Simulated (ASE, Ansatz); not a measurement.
## Localised basis functions on twisted silicene bilayer, 13.17° (76 atoms)

Aim: test how closely localised support functions follow the reference on twisted silicene bilayer, 13.17° (76 atoms), and at what cost. A setting counts as converged where the r.m.s. difference of forces stays under 1 % of the r.m.s. force.

Program: Ansatz 0.2.0. Level of theory: Kohn-Sham DFT, PBE+D3(BJ), PAW (set soft_2), plane waves. Results are calculated unless marked as measured.

### 1. The starting structure

The cell holds 76 atoms: 76 Si. Cell: a = 16.825 Å, b = 16.825 Å, c = 16.170 Å, α = 90.0°, β = 90.0°, γ = 120.0°. It derives from Si (silicene). Silicene (a = 3.86 Å) under silicene (a = 3.86 Å), bilayer, commensurate cell of 19 unit cells a layer, twist 13.17 deg; facing planes 3.29 Å apart; 12 Å of vacuum; layers as built, displaced by a Gaussian of 0.01 Å. Regions: layer 1, 38 atoms (38 Si); layer 2, 38 atoms (38 Si). Vacuum lies along c.

What the set-up can't give: Beside vacuum, support functions can miss their usual error bounds without a warning. Sampling is at Γ alone, for a cell whose shortest periodic width is 15 Å.

### 2. Plane-wave single point

This run is the reference for what follows, at a cutoff of 420 eV.

Contents of input.yaml:

```yaml
crystal:
  lattice:
    - [16.8253, 0.0, 0.0]
    - [-8.41265, 14.57114, 0.0]
    - [0.0, 0.0, 16.17]
  atoms:
    - { symbol: Si, position: [0.17604, 0.77213, 0.39789] }
    - { symbol: Si, position: [0.19366, 0.64897, 0.37144] }
    - { symbol: Si, position: [0.28153, 0.03653, 0.3994] }
    - { symbol: Si, position: [0.29856, 0.91302, 0.37024] }
    - { symbol: Si, position: [0.12231, 0.14041, 0.39853] }
    - { symbol: Si, position: [0.14083, 0.01762, 0.37143] }
    - { symbol: Si, position: [0.22905, 0.40457, 0.39871] }
    - { symbol: Si, position: [0.24547, 0.28041, 0.37104] }
    - { symbol: Si, position: [0.33351, 0.66728, 0.39818] }
    - { symbol: Si, position: [0.351, 0.54336, 0.37121] }
    - { symbol: Si, position: [0.43791, 0.92973, 0.39861] }
    - { symbol: Si, position: [0.45715, 0.80793, 0.37099] }
    - { symbol: Si, position: [0.38671, 0.29938, 0.39878] }
    - { symbol: Si, position: [0.40369, 0.17513, 0.37217] }
    - { symbol: Si, position: [0.49099, 0.56138, 0.39813] }
    - { symbol: Si, position: [0.50939, 0.43916, 0.37151] }
    - { symbol: Si, position: [0.5976, 0.82508, 0.39839] }
    - { symbol: Si, position: [0.61427, 0.70074, 0.37186] }
    - { symbol: Si, position: [0.7026, 0.08723, 0.39801] }
    - { symbol: Si, position: [0.71856, 0.96544, 0.37176] }
    - { symbol: Si, position: [0.54286, 0.19134, 0.39707] }
    - { symbol: Si, position: [0.56117, 0.06894, 0.3701] }
    - { symbol: Si, position: [0.64969, 0.45646, 0.39845] }
    - { symbol: Si, position: [0.66687, 0.33275, 0.3699] }
    - { symbol: Si, position: [0.75441, 0.71811, 0.39828] }
    - { symbol: Si, position: [0.77229, 0.59704, 0.37069] }
    - { symbol: Si, position: [0.85909, 0.98246, 0.39818] }
    - { symbol: Si, position: [0.87664, 0.85966, 0.3703] }
    - { symbol: Si, position: [0.80526, 0.35067, 0.39826] }
    - { symbol: Si, position: [0.82488, 0.22734, 0.37144] }
    - { symbol: Si, position: [0.91181, 0.61385, 0.39719] }
    - { symbol: Si, position: [0.92874, 0.49026, 0.36954] }
    - { symbol: Si, position: [0.01752, 0.87785, 0.39799] }
    - { symbol: Si, position: [0.03448, 0.75343, 0.37094] }
    - { symbol: Si, position: [0.96375, 0.24507, 0.3981] }
    - { symbol: Si, position: [0.98273, 0.12266, 0.3712] }
    - { symbol: Si, position: [0.06982, 0.50984, 0.39853] }
    - { symbol: Si, position: [0.08747, 0.38628, 0.37105] }
    - { symbol: Si, position: [0.24602, 0.96461, 0.62879] }
    - { symbol: Si, position: [0.22812, 0.8249, 0.60224] }
    - { symbol: Si, position: [0.19252, 0.54419, 0.62951] }
    - { symbol: Si, position: [0.1751, 0.40347, 0.6012] }
    - { symbol: Si, position: [0.35058, 0.80766, 0.62794] }
    - { symbol: Si, position: [0.33265, 0.66658, 0.60223] }
    - { symbol: Si, position: [0.51004, 0.07055, 0.62914] }
    - { symbol: Si, position: [0.4915, 0.92897, 0.60243] }
    - { symbol: Si, position: [0.14045, 0.12258, 0.6289] }
    - { symbol: Si, position: [0.12222, 0.98178, 0.60108] }
    - { symbol: Si, position: [0.29834, 0.38593, 0.62932] }
    - { symbol: Si, position: [0.28011, 0.24562, 0.60087] }
    - { symbol: Si, position: [0.45664, 0.64853, 0.62893] }
    - { symbol: Si, position: [0.4378, 0.50805, 0.60216] }
    - { symbol: Si, position: [0.61393, 0.91216, 0.62832] }
    - { symbol: Si, position: [0.59608, 0.77145, 0.6024] }
    - { symbol: Si, position: [0.40446, 0.22897, 0.62857] }
    - { symbol: Si, position: [0.38688, 0.08735, 0.60287] }
    - { symbol: Si, position: [0.56065, 0.49092, 0.62882] }
    - { symbol: Si, position: [0.54315, 0.35151, 0.60202] }
    - { symbol: Si, position: [0.71848, 0.75408, 0.62976] }
    - { symbol: Si, position: [0.70261, 0.61444, 0.60236] }
    - { symbol: Si, position: [0.87763, 0.01672, 0.62858] }
    - { symbol: Si, position: [0.85954, 0.87653, 0.60211] }
    - { symbol: Si, position: [0.66709, 0.33381, 0.62852] }
    - { symbol: Si, position: [0.6478, 0.19234, 0.60144] }
    - { symbol: Si, position: [0.82585, 0.59691, 0.62879] }
    - { symbol: Si, position: [0.80707, 0.45627, 0.60224] }
    - { symbol: Si, position: [0.98268, 0.85948, 0.62915] }
    - { symbol: Si, position: [0.9648, 0.71966, 0.60117] }
    - { symbol: Si, position: [0.77331, 0.17627, 0.62964] }
    - { symbol: Si, position: [0.75439, 0.03523, 0.60088] }
    - { symbol: Si, position: [0.93008, 0.43827, 0.62883] }
    - { symbol: Si, position: [0.91243, 0.29743, 0.60232] }
    - { symbol: Si, position: [0.08806, 0.70247, 0.62851] }
    - { symbol: Si, position: [0.06886, 0.56061, 0.6026] }
    - { symbol: Si, position: [0.03515, 0.2801, 0.62899] }
    - { symbol: Si, position: [0.0182, 0.14081, 0.60215] }
kpoints:
  mp_grid: { grid: [1, 1, 1] }
hamiltonian:
  xc: pbe
  dispersion: d3bj
scf:
  occupations: { method: fermi_dirac, width: 0.025 }
output:
  forces: true
  populations: true
  dos:
    method: { smearing: { sigma: 0.15 } }
    de: 0.1
    projected:
      site_lists:
        Si: [Si]
        layer_1: [0, 1, 2, 3, 4, 5, 6, 7, 8, 9, 10, 11, 12, 13, 14, 15, 16, 17, 18, 19, 20, 21, 22, 23, 24, 25, 26, 27, 28, 29, 30, 31, 32, 33, 34, 35, 36, 37]
        layer_2: [38, 39, 40, 41, 42, 43, 44, 45, 46, 47, 48, 49, 50, 51, 52, 53, 54, 55, 56, 57, 58, 59, 60, 61, 62, 63, 64, 65, 66, 67, 68, 69, 70, 71, 72, 73, 74, 75]
  eigenvalues: true
```

Started as:

```bash
> ansatz run input.yaml --threads 32 --pin off --max-ram 92160MiB --backend cuda --events-out ev --progress --plain --runs-dir out --max-vram 78GiB
```

Numbers of over 12 decimals in the logs are rounded to 6 here.

Output:

```text
Engine: ansatz 0.2.0, aarch64-unknown-linux-gnu
Pseudopotentials: kind: paw
Pseudopotential: Si, paw, valence charge 4, recommended cutoff 420 eV (normal), Si.paw.azcp
[... 5 lines on functional and potentials left out ...]
device memory: the entry about to start is reckoned to put 6.0 GiB on a device that reports 176.6 GiB free (of which the cap on the GPU budget leaves the run 78.0 GiB)
GPU FFT provider: cuFFT
GPU libraries: cuBLAS 13.8.1, cuFFT 12.4.0, cuSOLVER 12.3.2
GPU matrix products: emulated (plane waves: as basis.precision tells), large ones in fixed point in workspaces of 1.00 GiB
Crystal: 76 atoms, lattice volume = 3964.299 Å³
Basis set: ecut = 420 eV, 77455 PW (Γ), exchange–correlation on 240×240×240 points (8 copies of the dense FFT grid, shifted against one another)
Bands: 228, of which v1, the nominal top of the filled ones, is band 152 counted from 1 (151 counted from 0)
Symmetry: 1 space group operations
Space group: P1 (ITA 1), of the structure as read, at distance tolerance 1.6e-4 Å
k-points: 1
[... 3 lines on functional and potentials left out ...]
Initial density: superposition of atomic densities (neutral atoms: chi_scale 0, normalization atom), corrected by the library's trained network
Initial wavefunctions: pseudopotential atomic-orbital guess
GPU buffer pool allocated for 1728000 grid points (all kernels)
GPU transforms: local potential and band sums: pruned to the plane-wave sphere, on 120×120×120
Functional: x = pbe(κ = 0.804, μ = 0.219515), c = pbe(β = 0.066725)
SCF iter   1: F=—  HF=-48293.634189 eV  |F-HF|=—  |Δ(HF+E_count)|=         —  Δρ=2.07e-3  dr2=3.76e-1  ethr=1.77e-3  ⟨swp⟩=8.0  Hψ=1233  notcnv=0  defer=28
preconditioner: auto → Resta (q_TF=auto, 1.778 Å⁻¹)  ε∞=3.1  [insulator: Δε(μ)=0.479 eV  Ē_g=7.086 eV  σ=0.025 eV  W_gap=1.00  n_scr=404 (ndim 8)  ℏωp=10.3 eV  f_vac=0.473  D(μ)=0.02/eV (n_scr^D=0)  ε∞_Penn≈3.1  vacuum switching on, ρ_ref=3.6e-3 e/Å³]
SCF iter   2: F=—  HF=-48293.666617 eV  |F-HF|=—  |Δ(HF+E_count)|=   3.24e-2  Δρ=1.15e-3  dr2=2.78e-1  ethr=1.24e-4  ⟨swp⟩=4.0  Hψ=432  notcnv=0  defer=64
SCF iter   3: F=—  HF=-48293.663464 eV  |F-HF|=—  |Δ(HF+E_count)|=   3.15e-3  Δρ=8.14e-4  dr2=2.27e-1  ethr=9.16e-5  ⟨swp⟩=3.0  Hψ=273  notcnv=0  defer=64
SCF iter   4: F=—  HF=-48293.646577 eV  |F-HF|=—  |Δ(HF+E_count)|=   1.69e-2  Δρ=2.50e-4  dr2=6.57e-3  ethr=7.47e-5  ⟨swp⟩=2.0  Hψ=261  notcnv=0  defer=64
SCF iter   5: F=—  HF=-48293.650855 eV  |F-HF|=—  |Δ(HF+E_count)|=   4.28e-3  Δρ=1.12e-4  dr2=1.88e-3  ethr=2.16e-6  ⟨swp⟩=2.0  Hψ=275  notcnv=0  defer=64
SCF iter   6: F=—  HF=-48293.649781 eV  |F-HF|=—  |Δ(HF+E_count)|=   1.07e-3  Δρ=6.93e-5  dr2=4.12e-4  ethr=6.19e-7  ⟨swp⟩=2.0  Hψ=255  notcnv=0  defer=64
SCF iter   7: F=—  HF=-48293.651182 eV  |F-HF|=—  |Δ(HF+E_count)|=   1.40e-3  Δρ=2.81e-5  dr2=5.17e-5  ethr=1.35e-7  ⟨swp⟩=2.0  Hψ=316  notcnv=0  defer=64
SCF iter   8: F=—  HF=-48293.649746 eV  |F-HF|=—  |Δ(HF+E_count)|=   1.44e-3  Δρ=7.46e-6  dr2=7.13e-6  ethr=1.70e-8  ⟨swp⟩=2.0  Hψ=312  notcnv=0  defer=64
SCF iter   9: F=—  HF=-48293.649750 eV  |F-HF|=—  |Δ(HF+E_count)|=   4.19e-6  Δρ=4.19e-6  dr2=5.28e-6  ethr=2.35e-9  ⟨swp⟩=2.0  Hψ=254  notcnv=0  defer=64
SCF iter  10: F=—  HF=-48293.649750 eV  |F-HF|=—  |Δ(HF+E_count)|=   2.73e-7  Δρ=2.25e-6  dr2=7.22e-7  ethr=1.74e-9  ⟨swp⟩=2.0  Hψ=176  notcnv=0  defer=64
SCF iter  11: F=—  HF=-48293.649751 eV  |F-HF|=—  |Δ(HF+E_count)|=   2.28e-7  Δρ=1.12e-6  dr2=2.76e-7  ethr=2.38e-10  ⟨swp⟩=2.0  Hψ=266  notcnv=0  defer=64
SCF iter  12: F=-48293.649751 eV  HF=-48293.649751 eV  |F-HF|=1.68e-8  |Δ(HF+E_count)|=   5.98e-8  Δρ=4.02e-7  dr2=3.75e-8  ethr=3.29e-11  ⟨swp⟩=17.0  Hψ=1785  notcnv=0
SCF 1 converged in 12 iterations: F = -48293.649751 eV  dr2 = 3.75e-8
  greatest PAW one-centre occupation: 0.650 electrons in one spin orbital (limit 2), on the Si atom at site 4 (counted from 0), in its partial waves of l = 0
SCF converged after 12 iterations
Free energy (F): -48293.649751 eV
Harris-Foulkes:  -48293.649751 eV  (|F-HF|=1.68e-8)
Internal energy: -48293.649588 eV  (E = F + TS)
E sigma→0 (E₀):  -48293.649669 eV
Entropy (-TS):   -0.000163 eV (-0.002 meV/atom)
Fermi energy:    -0.401057 eV
--- Per-component energies (eV) ---
  E_band       = -1642.888835
  E_kinetic    = 2971.661073
  E_local      = -33707.385095  (includes V_loc(G=0)·N_el)
  E_nonlocal   = 1988.327953
  E_hartree    = 15376.341337
  E_xc         = -4133.543445
  E_vxc        = -3467.361161  (∫ρ·V_xc dr)
  E_paw        = -38964.304999  (= ΣΔE_a)
  E_vpaw       = -180.804181  (= ΣTr[D̂ρ^β])
  E_aug_tail   = 0.000481  (compensation charges beyond the density's cutoff)
  E_ewald      = 8195.868313
  E_disp       = -20.615207  (pairwise vdW)
  E_smearing   = -0.000163  (= −TS)
  E_closure    = 0.000000  (closes the sum)
  Σ components = -48293.649751   (vs F -48293.649751, Δ=0.00e0)
--- Forces (eV/Å), atoms counted from 1 ---
[... 76 lines of forces left out ...]
  max |Σ_I F_I| component: 4.73e-6 eV/Å
--- Band table (eV) ---
[... left out ...]
--- Löwdin populations: 76 sites ---
  site symbol       q [e]
[... 76 lines, one an atom, left out ...]
  spilling = 0.012135 (of n_electrons = 304.000000)
```

It took 1.8 s on 1 × NVIDIA GB200 with 32 threads of Arm Neoverse V2, shared host; peak memory 1.3 GiB; 6.2 s of CPU time.

That memory is the host's; the program planned up to 6 GiB on the GPU. Forces of this run were stored rounded, and per-atom blocks of the log weren't kept.

Numbers from this run:

* free energy: -48293.6498 eV
* free energy per atom: -635.4428 eV/atom
* SCF cycles: 12
* r.m.s. force component: 0.1996 eV/Å
* longest force: 0.6491 eV/Å
* Fermi energy: -0.4011 eV
* spilling of the projection: 0.01213

Length of the force by element:

| element | coordination | atoms | mean length of the force (eV/Å) | spread | least | most |
| --- | --- | --- | --- | --- | --- | --- |
| Si | all | 76 | 0.323 | 0.123 | 0.0838 | 0.649 |

The mean of these charges, 0.049 e, is only the charge that the projection spills.

Löwdin charges by element (they lack the spilled electrons, 0.049 e an atom on average):

| element | coordination | atoms | mean charge (e) | spread | least | most |
| --- | --- | --- | --- | --- | --- | --- |
| Si | all | 76 | 0.0485 | 0.0143 | 0.0192 | 0.0871 |

By region:

| region | atoms | mean length of the force (eV/Å) |
| --- | --- | --- |
| layer 1 | 38 | 0.321 |
| layer 2 | 38 | 0.325 |

Density of states as counts of states in windows of 0.5 eV (from the Fermi level), total and some projections:

| from (eV) | to (eV) | total | Si p | layer 2 | layer 1 | Si s |
| --- | --- | --- | --- | --- | --- | --- |
| -10 | -9.5 | 8.5 | 2.5 | 4.3 | 4.1 | 5.9 |
| -9.5 | -9 | 21.8 | 6.5 | 10.7 | 10.8 | 15.0 |
| -9 | -8.5 | 17.5 | 5.7 | 8.6 | 8.7 | 11.6 |
| -8.5 | -8 | 0.3 | 0.1 | 0.1 | 0.2 | 0.2 |
| -8 | -7.5 | 0.0 | 0.0 | 0.0 | 0.0 | 0.0 |
| -7.5 | -7 | 6.1 | 2.9 | 3.1 | 2.9 | 3.1 |
| -7 | -6.5 | 24.7 | 12.4 | 12.3 | 12.2 | 12.0 |
| -6.5 | -6 | 17.2 | 9.4 | 8.4 | 8.6 | 7.6 |
| -6 | -5 | 0.0 | 0.0 | 0.0 | 0.0 | 0.0 |
| -5 | -4.5 | 0.1 | 0.1 | 0.0 | 0.0 | 0.0 |
| -4.5 | -4 | 28.7 | 21.2 | 14.4 | 13.9 | 7.1 |
| -4 | -3.5 | 21.3 | 18.1 | 10.3 | 10.8 | 3.0 |
| -3.5 | -3 | 11.9 | 11.6 | 5.9 | 5.9 | 0.1 |
| -3 | -2.5 | 24.3 | 23.5 | 12.1 | 11.9 | 0.5 |
| -2.5 | -2 | 37.1 | 35.5 | 18.3 | 18.4 | 1.1 |
| -2 | -1.5 | 21.6 | 20.5 | 10.6 | 10.7 | 0.7 |
| -1.5 | -1 | 11.0 | 10.7 | 5.4 | 5.4 | 0.1 |
| -1 | -0.5 | 11.9 | 10.9 | 5.9 | 5.9 | 0.8 |
| -0.5 | 0 | 11.9 | 11.2 | 5.9 | 5.9 | 0.6 |
| 0 | 0.5 | 11.3 | 10.2 | 5.4 | 5.4 | 0.6 |
| 0.5 | 1 | 13.0 | 11.2 | 6.1 | 6.1 | 1.0 |
| 1 | 1.5 | 19.0 | 10.6 | 8.5 | 8.3 | 6.2 |
| 1.5 | 2 | 28.0 | 18.5 | 12.6 | 12.6 | 6.7 |

Between -12 and -10 eV lie 28 more states.

Not all projections were asked for or kept, so they needn't add up to the total.

The levels nearest the highest filled one (over half full), pooled over k-points and spins:

| level less the highest filled one (eV) | occupation |
| --- | --- |
| -0.0521 | 2 |
| -0.0373 | 2 |
| -0.0314 | 2 |
| -0.0175 | 2 |
| -0.0075 | 2 |
| 0 | 2 |
| 0.471 | 0 |
| 0.534 | 0 |
| 0.542 | 0 |
| 0.555 | 0 |
| 0.607 | 0 |
| 0.613 | 0 |

Löwdin charges run from +0.02 to +0.09 e, about a mean that is the spilled charge alone.

### 3. Distances and neighbours

Bonds and neighbours are counted at the geometry of the runs.

Normalised to the volume that the atoms fill. Pair distribution function in bins of 0.1 Å:

| r (Å) | total |
| --- | --- |
| 2.15 | 0.00 |
| 2.25 | 9.18 |
| 2.35 | 0.08 |
| 2.45 | 0.00 |
| 2.55 | 0.00 |
| 2.65 | 0.00 |
| 2.75 | 0.00 |
| 2.85 | 0.00 |
| 2.95 | 0.00 |
| 3.05 | 0.00 |
| 3.15 | 0.00 |
| 3.25 | 0.04 |
| 3.35 | 0.04 |
| 3.45 | 0.18 |
| 3.55 | 0.00 |
| 3.65 | 0.19 |
| 3.75 | 0.36 |
| 3.85 | 6.57 |
| 3.95 | 0.32 |
| 4.05 | 0.31 |
| 4.15 | 0.31 |
| 4.25 | 0.42 |
| 4.35 | 0.27 |
| 4.45 | 2.45 |
| 4.55 | 0.59 |
| 4.65 | 0.53 |
| 4.75 | 0.22 |
| 4.85 | 0.34 |
| 4.95 | 0.14 |
| 5.05 | 0.36 |
| 5.15 | 0.36 |
| 5.25 | 0.57 |
| 5.35 | 0.00 |
| 5.45 | 0.25 |
| 5.55 | 0.22 |
| 5.65 | 0.29 |
| 5.75 | 0.36 |
| 5.85 | 0.98 |
| 5.95 | 2.34 |
| 6.05 | 0.06 |
| 6.15 | 0.30 |
| 6.25 | 0.40 |
| 6.35 | 0.21 |
| 6.45 | 0.31 |

Bonds by pair of elements; cutoffs follow the first minimum of g(r), held within bounds set by covalent radii, and pairs that aren't listed don't count as bonded:

| pair A-B | cutoff (Å) | bonds | mean length (Å) | spread (Å) | shortest (Å) | B about A | A about B |
| --- | --- | --- | --- | --- | --- | --- | --- |
| Si-Si | 2.68 | 114 | 2.27 | 0.013 | 2.24 | 3 | 3 |

How many atoms have how many bonded neighbours:

| element | mean | 3 |
| --- | --- | --- |
| Si | 3 | 76 |

Bond angles (no mean is given where the spread exceeds 20°):

| angle | count | mean (°) | spread (°) |
| --- | --- | --- | --- |
| Si-Si-Si | 228 | 116 | 0.5 |

The first peak of g(r) lies near 2.27 Å. With the cutoffs above, all Si atoms have 3 bonded neighbours. The Si-Si-Si angle averages 116° with a spread of 0.5°.

(Continued in part 2 of 2.)

[Logs are printed without paths, hosts, clocks, repeated set-up lines and the standing remarks that a program may print on its own settings, such as how far it seeks lower states.]

[Hosts, paths, dates, database ids (printed as entryN), source tags and the programs' standing remarks are cut or masked in the printed files.]
